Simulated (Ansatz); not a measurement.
## YF3 (Pnma):Br_F, thermodynamic levels from a 64-atom cell

Wanted: the transition levels of a substitutional impurity in YF3 (Pnma), from a cell of 64 host atoms with 1 F taken out and 1 Br put in.

Main program and level: Ansatz 0.2.0; place-levels on PBEsol runs: charge-transition levels and formation energies with image-charge correction and potential alignment at the atomic sites.

This is a report of a sequence of runs, with most program output left out.

### Step 1. The starting structure

The cell holds 64 atoms: 16 Y, 47 F and 1 Br. Cell: a = 9.320 Å, b = 9.320 Å, c = 8.738 Å, α = 90.0°, β = 90.0°, γ = 85.6°. It derives from YF3 (space group Pnma). Nearest the centre at fractional (0.614, 0.449, 0.689): Br58 at 0.00 Å, Y36 at 2.28 Å, Y40 at 2.28 Å, Y37 at 2.30 Å, F47 at 2.50 Å, F42 at 2.56 Å, F22 at 2.57 Å, F28 at 2.58 Å.

Coordinates:

```xyz
64
Lattice="6.3310 6.8394 0.0000 -6.3310 6.8394 0.0000 0.0000 0.0000 8.7381" Properties=species:S:1:pos:R:3 pbc="T T T"
Y    -2.3368    5.1295    4.1010
Y     3.9943    5.1295    4.1010
Y    -0.8287    1.7098    1.9165
Y    -0.8287    8.5492    1.9165
Y     0.8287    5.1295    2.4525
Y     0.8287   11.9689    2.4525
Y    -3.9943    8.5492    0.2680
Y     2.3368    8.5492    0.2680
F     1.0450    2.9878    1.6515
F     1.0450    9.8272    1.6515
F     2.1205    3.8515    3.8360
F     2.1205   10.6909    3.8360
F    -2.1205    7.2712    0.5330
F     4.2105    7.2712    0.5330
F    -1.0450    6.4075    2.7175
F     5.2860    6.4075    2.7175
F    -3.0192    8.5492    2.5753
F     3.3118    8.5492    2.5753
F    -0.1463    5.1295    0.3908
F    -0.1463   11.9689    0.3908
F     0.1463    1.7098    3.9782
F     0.1463    8.5492    3.9782
F    -3.3118    5.1295    1.7937
F     3.0192    5.1295    1.7937
F    -5.2860    7.2712    1.6515
F     1.0450    7.2712    1.6515
F    -4.2105    6.4075    3.8360
F     2.1205    6.4075    3.8360
F    -2.1205    2.9878    0.5330
F    -2.1205    9.8272    0.5330
F    -1.0450    3.8515    2.7175
F    -1.0450   10.6909    2.7175
Y    -2.3368    5.1295    8.4700
Y     3.9943    5.1295    8.4700
Y    -0.8287    1.7098    6.2855
Y    -0.8287    8.5492    6.2855
Y     0.8287    5.1295    6.8216
Y     0.8287   11.9689    6.8216
Y    -3.9943    8.5492    4.6370
Y     2.3368    8.5492    4.6370
F     1.0450    2.9878    6.0206
F     1.0450    9.8272    6.0206
F     2.1205    3.8515    8.2051
F     2.1205   10.6909    8.2051
F    -2.1205    7.2712    4.9020
F     4.2105    7.2712    4.9020
F    -1.0450    6.4075    7.0865
F     5.2860    6.4075    7.0865
F    -3.0192    8.5492    6.9444
F     3.3118    8.5492    6.9444
F    -0.1463    5.1295    4.7598
F    -0.1463   11.9689    4.7598
F     0.1463    1.7098    8.3472
F     0.1463    8.5492    8.3472
F    -3.3118    5.1295    6.1627
F     3.0192    5.1295    6.1627
F    -5.2860    7.2712    6.0206
Br    1.0450    7.2712    6.0206
F    -4.2105    6.4075    8.2051
F     2.1205    6.4075    8.2051
F    -2.1205    2.9878    4.9020
F    -2.1205    9.8272    4.9020
F    -1.0450    3.8515    7.0865
F    -1.0450   10.6909    7.0865
```

Known beforehand: the electronic dielectric constant, (2.82, 2.74, 2.68), and the static one, (10.04, 9.91, 15.72), from a response run on this crystal (DFPT, PBEsol) at that run's own cell.

The cell's shortest repeat is 8.7 Å.

### Step 2. What was run first

Levels follow from differences of total energies between charge states, each relaxed by itself.

Each atom starts 0.05 Å or so off its site in a random direction. Forces are taken at one point at (¼, ¼, ¼). The cell holds 1 electron more than the neutral one, with a uniform background that keeps it neutral on the whole. The electron count is odd, so at least one spin is unpaired; this run locks the moment at 1 μB.

The sampling was tested on the host first: at the k-points planned (1x1x1 shifted 0.25 0.25 0.25) its energy lies 0.000 eV an atom from the dense-mesh value, under the bound of 0.02 eV set for this test; that bounds the host's error, not the defect's.

One of the inputs; charge, spin and start change from state to state.

qm1_M1.relax/input.yaml reads:

```yaml
crystal:
  lattice:
    - [6.33103595, 6.83936158, 0.0]
    - [-6.33103595, 6.83936158, 0.0]
    - [0.0, 0.0, 4.36903083]
  atoms:
    - { symbol: "Y", position: [0.19045052, 0.55954948, 0.93865484] }
    - { symbol: "Y", position: [0.69045052, 0.05954948, 0.93865484] }
    - { symbol: "Y", position: [0.05954948, 0.19045052, 0.43865484] }
    - { symbol: "Y", position: [0.55954948, 0.69045052, 0.43865484] }
    - { symbol: "Y", position: [0.44045052, 0.30954948, 0.56134516] }
    - { symbol: "Y", position: [0.94045052, 0.80954948, 0.56134516] }
    - { symbol: "Y", position: [0.30954948, 0.94045052, 0.06134516] }
    - { symbol: "Y", position: [0.80954948, 0.44045052, 0.06134516] }
    - { symbol: F, position: [0.30095837, 0.13589913, 0.3780092] }
    - { symbol: F, position: [0.80095837, 0.63589913, 0.3780092] }
    - { symbol: F, position: [0.44904163, 0.11410087, 0.8780092] }
    - { symbol: F, position: [0.94904163, 0.61410087, 0.8780092] }
    - { symbol: F, position: [0.36410087, 0.69904163, 0.1219908] }
    - { symbol: F, position: [0.86410087, 0.19904163, 0.1219908] }
    - { symbol: F, position: [0.38589913, 0.55095837, 0.6219908] }
    - { symbol: F, position: [0.88589913, 0.05095837, 0.6219908] }
    - { symbol: F, position: [0.38655222, 0.86344778, 0.58945129] }
    - { symbol: F, position: [0.88655222, 0.36344778, 0.58945129] }
    - { symbol: F, position: [0.36344778, 0.38655222, 0.08945129] }
    - { symbol: F, position: [0.86344778, 0.88655222, 0.08945129] }
    - { symbol: F, position: [0.13655222, 0.11344778, 0.91054871] }
    - { symbol: F, position: [0.63655222, 0.61344778, 0.91054871] }
    - { symbol: F, position: [0.11344778, 0.63655222, 0.41054871] }
    - { symbol: F, position: [0.61344778, 0.13655222, 0.41054871] }
    - { symbol: F, position: [0.11410087, 0.94904163, 0.3780092] }
    - { symbol: F, position: [0.61410087, 0.44904163, 0.3780092] }
    - { symbol: F, position: [0.13589913, 0.80095837, 0.8780092] }
    - { symbol: F, position: [0.63589913, 0.30095837, 0.8780092] }
    - { symbol: F, position: [0.05095837, 0.38589913, 0.1219908] }
    - { symbol: F, position: [0.55095837, 0.88589913, 0.1219908] }
    - { symbol: F, position: [0.19904163, 0.36410087, 0.6219908] }
    - { symbol: F, position: [0.69904163, 0.86410087, 0.6219908] }
  supercell: [1, 1, 2]
  defects: [{ substitution: { at: 57, symbol: Br } }]
total_charge: -1
basis:
  ecutwfc: 420
  xc_grid: 2
hamiltonian:
  xc: pbesol
kpoints:
  mp_grid: { grid: [1, 1, 1], shift: [0.25, 0.25, 0.25] }
magnetization:
  spin_polarized: true
  initial_magnetization: 1
  spin_locking: { lock_magnetization: hard }
scf:
  occupations: { method: fixed }
  max_iter: 80
output:
  forces: true
  charged_corrections: { epsilon: [2.82, 2.74, 2.68], static_epsilon: [10.04, 9.91, 15.72] }
relax:
  f_tol: 0.02
  max_steps: 80
  random_displacement: { amplitude: 0.05, seed: 3915 }
checkpoint:
  write: "../qm1_M1.relax.run"
  compress: false
  write_wavefunctions: true
  write_every: 100000
```

Started as:

```console
$ ansatz run input.yaml --threads 4 --pin off --max-ram 7536MiB --backend cpu --events-out ev --progress --plain --runs-dir out
```

The relaxed structure is kept and the sampling changed to a 2×2×2 shifted mesh.

The run of this state that the levels use, under PBEsol:

qm1_M1.point/input.yaml reads:

```yaml
crystal:
  checkpoint: "../qm1_M1.relax.run"
  host: checkpoint
total_charge: -1
basis:
  ecutwfc: 420
  xc_grid: 2
hamiltonian:
  xc: pbesol
kpoints:
  mp_grid: { grid: [2, 2, 2], shift: [0.5, 0.5, 0.5] }
magnetization:
  spin_polarized: true
  initial_magnetization: 1
  spin_locking: { lock_magnetization: hard }
scf:
  occupations: { method: fermi_dirac, width: 0.01 }
  max_iter: 80
output:
  forces: true
  eigenvalues: true
  charged_corrections:
    epsilon: [2.82, 2.74, 2.68]
    static_epsilon: [10.04, 9.91, 15.72]
    defect_position: [0.614101, 0.449042, 0.689005]
  eigenstates: { localisation: true }
  populations: true
  efg: {}
  band_densities: [{ bands: [v1, v1] }, { bands: [c1, c1] }]
  write_density: true
  write_potential: true
  volumetric_format: npy
checkpoint:
  read: "../qm1_M1.relax.run"
  write: "../qm1_M1.point.run"
  compress: false
  write_wavefunctions: false
  write_every: 100000
```

Relaxations under PBEsol at one point at (¼, ¼, ¼); times on 4 threads of Arm Neoverse V2, shared host:

```tsv
charge	moment (μB)	occupations	outcome	steps	largest displacement against the far atoms (Å)	time
−1	1	fixed	converged	12	0.58	5.2 min
0	0	fixed	converged	7	0.51	77 s
+1	1	fixed	converged	7	0.46	3.3 min
```

Single points under PBEsol at a 2×2×2 shifted mesh; times on 4 threads of Arm Neoverse V2, shared host:

```tsv
charge	moment (μB)	occupations	outcome	time
−1	1	fermi-dirac	converged	2.9 min
0	0	fermi-dirac	converged	62 s
+1	1	fermi-dirac	converged	2.5 min
```

Distances (Å) from Br58 to the nearest atoms after relaxation with PBEsol:

```tsv
charge	moment (μB)	1.	2.	3.	4.	5.	6.
−1	1	F 2.64	Y 2.66	Y 2.66	F 2.69	Y 2.70	F 2.71
0	0	F 2.60	Y 2.63	Y 2.65	F 2.68	F 2.69	Y 2.71
+1	1	F 2.46	F 2.53	F 2.63	Y 2.63	Y 2.63	F 2.74
```

### Step 3. place-levels, PBEsol

A charged cell interacts with its images and the background, and its potential has another zero than the host's. place-levels removes the first by a point-charge model, screened by the static dielectric constant since the ions have relaxed around the charge, and the second by comparing potentials at atoms far from the defect.

The host is a run of the defect-free crystal in the same cutoffs, grids and k-points, so that basis and sampling errors cancel in part in the differences. Its band edges come from a run of the primitive cell that searches the zone for them. The host is run in a cell of 32 atoms on a matching mesh. Chemical potentials are energies per atom of F (F2 molecule) and Br (solid Br2 (Cmce)), run with the same functional and cutoff.

levels.point.yaml reads:

```yaml
host:
  run: host.point.run
  levels_from: { run: edges.point.run }
states: [qm1_M1.point.run, q0.point.run, qp1_M1.point.run]
geometry_from:
  qm1_M1.point.run: qm1_M1.relax.run
  q0.point.run: q0.relax.run
  qp1_M1.point.run: qp1_M1.relax.run
  host.point.run: host.relax.run
chemical_potentials:
  F:
    energy: -797.642924
    dataset: <sha256 of the dataset>
  Br:
    energy: -2736.47272
    dataset: "<sha256 of the dataset>"
epsilon: [2.82, 2.74, 2.68]
static_epsilon: [10.04, 9.91, 15.72]
vertical:
  - { from: qm1_M1.point.run, to: qm1_M1.point_neutral.run }
  - { from: qp1_M1.point.run, to: qp1_M1.point_neutral.run }
```

Started as:

```console
$ ansatz place-levels levels.point.yaml -- --threads 4 --pin off --max-ram 7536MiB
```

Elapsed: 0.31 s, on 4 threads of Arm Neoverse V2, shared host.

Under PBEsol the gap is 7.89 eV, (+1/0) 1.38, (0/−1) 7.53 eV.

Levels between the charges placed, in eV above the valence top:

```tsv
	gap (eV)	(+1/0)	(0/−1)
PBEsol	7.89	1.38	7.53
```

Corrections by state:

```tsv
charge	moment (μB)	image terms and alignment (eV)	band filling (eV)	ε used	over the lowest of its charge, as the program ranks them, band filling apart (eV)
+1	1.0	0.444	-	principal values (9.91, 10.04, 15.72)	0.000
0	0.0	0.000	-	-	0.000
−1	1.0	-0.186	-	principal values (9.91, 10.04, 15.72)	0.000
```

The charged structures listed were also run neutral, and place-levels reads from each pair, by the potential or the spins, how wide the charge is by which they differ; that can be the carrier of either run.

```tsv
charge	rms radius (Å)	spread where it is widest against the cell (Å)	wide from (Å)	reading
+1	1.7	1.33	1.51	narrow
−1	2.0	1.30	1.51	narrow
```

The neutral runs of these pairs need not share the spin of the lowest neutral state, and very wide values only mean spread over the cell.

From the program's caveats on the states, each cut to its opening words:

- charge +1 (1 μB): its displacements don't fall off away from the defect: farther atoms stand 0.059 Å off the host's places
- charge 0: its displacements don't fall off away from the defect: farther atoms stand 0.056 Å off the host's places
- charge −1 (1 μB): the far atoms show a dipole or second moment of the defect's charge, for which the correction takes or leaves out 0.278 eV: further moments aren't read, and [...]
- charge −1 (1 μB): its displacements don't fall off away from the defect: farther atoms stand 0.074 Å off the host's places
- charge −1 (1 μB): flagged: stability check not made

The host's formation energy from the elements is -4.160 eV per atom; it sets how far the chemical potentials can move.

Limit set by the element alone; other compounds of these elements are not counted. Chemical potentials from the elements' reference states: F 0.00 eV, Y -16.64 eV, Br 0.00 eV. Formation energies (F-rich), with the Fermi level at the valence top and at the conduction bottom (gap 7.89 eV):

```tsv
charge	at valence top (eV)	at conduction bottom (eV)	correction included (eV)
+1	4.25	12.14	0.44
0	5.63	5.63	0.00
−1	13.17	5.28	-0.19
```

```tsv
Fermi level (eV)	lowest formation energy (eV)
0.00	4.25
0.72	4.97
1.43	5.63
2.15	5.63
2.86	5.63
3.58	5.63
4.30	5.63
5.02	5.63
5.74	5.63
6.45	5.63
7.17	5.63
7.89	5.28
```

Limit set by the element alone; other compounds of these elements are not counted. Chemical potentials from the elements' reference states: Y 0.00 eV, F -5.55 eV, Br 0.00 eV. Formation energy by charge state (Y-rich; gap 7.89 eV):

```tsv
charge	at valence top (eV)	at conduction bottom (eV)	correction included (eV)
+1	-1.29	6.59	0.44
0	0.09	0.09	0.00
−1	7.62	-0.26	-0.19
```

```tsv
Fermi level (eV)	lowest formation energy (eV)
0.00	-1.29
0.72	-0.58
1.43	0.09
2.15	0.09
2.86	0.09
3.58	0.09
4.30	0.09
5.02	0.09
5.74	0.09
6.45	0.09
7.17	0.09
7.89	-0.26
```

### Step 4. The same at the relaxations' own k-points

The relaxations' own energies give the levels at their sampling, for comparison.

levels.relax_mesh.yaml reads:

```yaml
host:
  run: host.relax.run
  levels_from: { run: edges.relax.run }
states: [qm1_M1.relax.run, q0.relax.run, qp1_M1.relax.run]
chemical_potentials:
  F:
    energy: -797.642924
    dataset: <sha256 of the dataset>
  Br:
    energy: -2736.47272
    dataset: "<sha256 of the dataset>"
```

Started as:

```console
$ ansatz place-levels levels.relax_mesh.yaml -- --threads 4 --pin off --max-ram 7536MiB
```

Elapsed: 0.11 s, on 4 threads.

Levels between neighbouring charges, in eV above the valence top:

```tsv
	gap (eV)	(+1/0)	(0/−1)
one point at (¼, ¼, ¼)	7.89	1.38	7.53
a 2×2×2 shifted mesh	7.89	1.38	7.53
```

Going from one point at (¼, ¼, ¼) to a 2×2×2 shifted mesh moves the levels that carry no band-filling term by up to 0.00 eV and formation energies against the elements by up to 0.00 eV.

### Step 5. Levels against the band edges, r2SCAN

r2SCAN on the same structure is run to see how far the result rests on the functional, though not on the errors that semilocal functionals share; the sampling changes too, to one point at (¼, ¼, ¼), so differences hold both changes.

qm1_M1.r2scan/input.yaml reads:

```yaml
crystal:
  checkpoint: "../qm1_M1.relax.run"
  host: checkpoint
total_charge: -1
basis:
  ecutwfc: 500
  xc_grid: 2
hamiltonian:
  xc: r2scan
kpoints:
  mp_grid: { grid: [1, 1, 1], shift: [0.25, 0.25, 0.25] }
magnetization:
  spin_polarized: true
  initial_magnetization: 1
  spin_locking: { lock_magnetization: hard }
scf:
  occupations: { method: fermi_dirac, width: 0.01 }
  max_iter: 80
output:
  forces: true
  eigenvalues: true
  charged_corrections:
    epsilon: [2.82, 2.74, 2.68]
    static_epsilon: [10.04, 9.91, 15.72]
    defect_position: [0.614101, 0.449042, 0.689005]
checkpoint:
  write: "../qm1_M1.r2scan.run"
  compress: false
  write_wavefunctions: false
  write_every: 100000
```

The job ended after 2.1 min (4 threads; peak memory 3.4 GiB; 8.2 min of CPU time).

levels.r2scan.yaml reads:

```yaml
host:
  run: host.r2scan.run
  levels_from: { run: edges.r2scan.run }
states: [qm1_M1.r2scan.run, q0.r2scan.run, qp1_M1.r2scan.run]
geometry_from:
  qm1_M1.r2scan.run: qm1_M1.relax.run
  q0.r2scan.run: q0.relax.run
  qp1_M1.r2scan.run: qp1_M1.relax.run
  host.r2scan.run: host.relax.run
chemical_potentials:
  F:
    energy: -806.855705
    dataset: <sha256 of the dataset>
  Br:
    energy: -2792.85859
    dataset: "<sha256 of the dataset>"
```

Started as:

```console
$ ansatz place-levels levels.r2scan.yaml -- --threads 4 --pin off --max-ram 7536MiB
```

Elapsed: 0.19 s, on 4 threads.

Under r2SCAN the gap is 8.75 eV, (+1/0) 1.66, (0/−1) 8.20 eV.

### Step 6. Another choice

In this try the input is made faulty on purpose, to show what that does.

A choice is tested by changing it alone.

levels.try0.yaml is levels.point.yaml with these lines changed:

```diff
-static_epsilon: [10.04, 9.91, 15.72]
+static_epsilon: [2.82, 2.74, 2.68]
```

Started as:

```console
$ ansatz place-levels levels.try0.yaml -- --threads 4 --pin off --max-ram 7536MiB
```

The change: the electronic dielectric constant for relaxed ions.

Levels in eV above the valence top; the changed ones are not the defect's:

```tsv
	gap (eV)	(+1/0)	(0/−1)
changed	7.89	0.96	7.95
as set up	7.89	1.38	7.53
```

The largest shift is 0.42 eV.

### Step 7. Another choice

levels.try1.yaml is levels.point.yaml with these lines changed:

```diff
-epsilon: [2.82, 2.74, 2.68]
-static_epsilon: [10.04, 9.91, 15.72]
+epsilon: 500.0
+static_epsilon: 500.0
```

Started as:

```console
$ ansatz place-levels levels.try1.yaml -- --threads 4 --pin off --max-ram 7536MiB
```

The change: a very large dielectric constant, which removes the point-charge term and changes the alignment.

Levels in eV above the valence top; the changed ones are not the defect's:

```tsv
	gap (eV)	(+1/0)	(0/−1)
changed	7.89	1.50	7.42
as set up	7.89	1.38	7.53
```

The largest shift is 0.12 eV.

### Step 8. Cost and result

Levels between neighbouring charges, in eV above each run's own valence top:

```tsv
	gap (eV)	(+1/0)	(0/−1)	CPU time a state at this stage (restarts are quicker than cold starts)
PBEsol, 2×2×2 shifted mesh	7.89	1.38	7.53	8.1 min
r2SCAN on PBEsol structures, (¼, ¼, ¼)	8.75	1.66	8.20	5.4 min
```

### Step 9. Outcome

```json
{"gap of the host": "7.89 eV (PBEsol)", "level (plus 1/0)": "1.38 eV above the valence top", "level (0/minus 1)": "7.53 eV above the valence top", "lowest of the charges placed, just above the valence top (0.02 eV)": "+1", "lowest of the charges placed, just below the conduction bottom (0.02 eV)": "−1", "lowest formation energy at mid-gap of the charges run, F-rich": "5.63 eV", "lowest formation energy at mid-gap of the charges run, Y-rich": "0.09 eV"}
```

In words: Of the charges placed (−1, 0 and +1), the lowest changes at 1.38 eV (+1/0) and 7.53 eV (0/−1) above the valence top, in a gap of 7.89 eV. Charges above +1 and below −1 were not placed, so these runs say nothing of levels that involve them. States placed: +1 at 1 μB; 0 at 0 μB; −1 at 1 μB. Other spin states or structures, where not listed, weren't placed. Br is taken at its element; compounds, which aren't counted here, bound the chemical potentials and would shift these formation energies. Going from one point at (¼, ¼, ¼) to a 2×2×2 shifted mesh moves the levels that carry no band-filling term by up to 0.00 eV and formation energies against the elements by up to 0.00 eV. Keep in mind: the images are only 8.7 Å apart; PBEsol makes the gap too small and tends to spread out bound carriers; where a gas molecule sets a chemical potential or the host's formation energy, its binding is uncorrected.

[Logs are printed without paths, hosts, clocks, repeated set-up lines and the standing remarks that a program may print on its own settings, such as how far it seeks lower states.]

[Hosts, paths, dates, database ids (printed as entryN), source tags and the programs' standing remarks are cut or masked in the printed files.]

[Where a table of states has a column of steps, it counts the stored structures, which are thinned; the runs took as many ionic steps or more.]

[A defect's name tells the site on which it was built; relaxed atoms can leave that site.]

[For some hosts the program warned that the k-mesh of the response run may be too coarse for force constants and the static dielectric constant; such warnings are not shown here.]
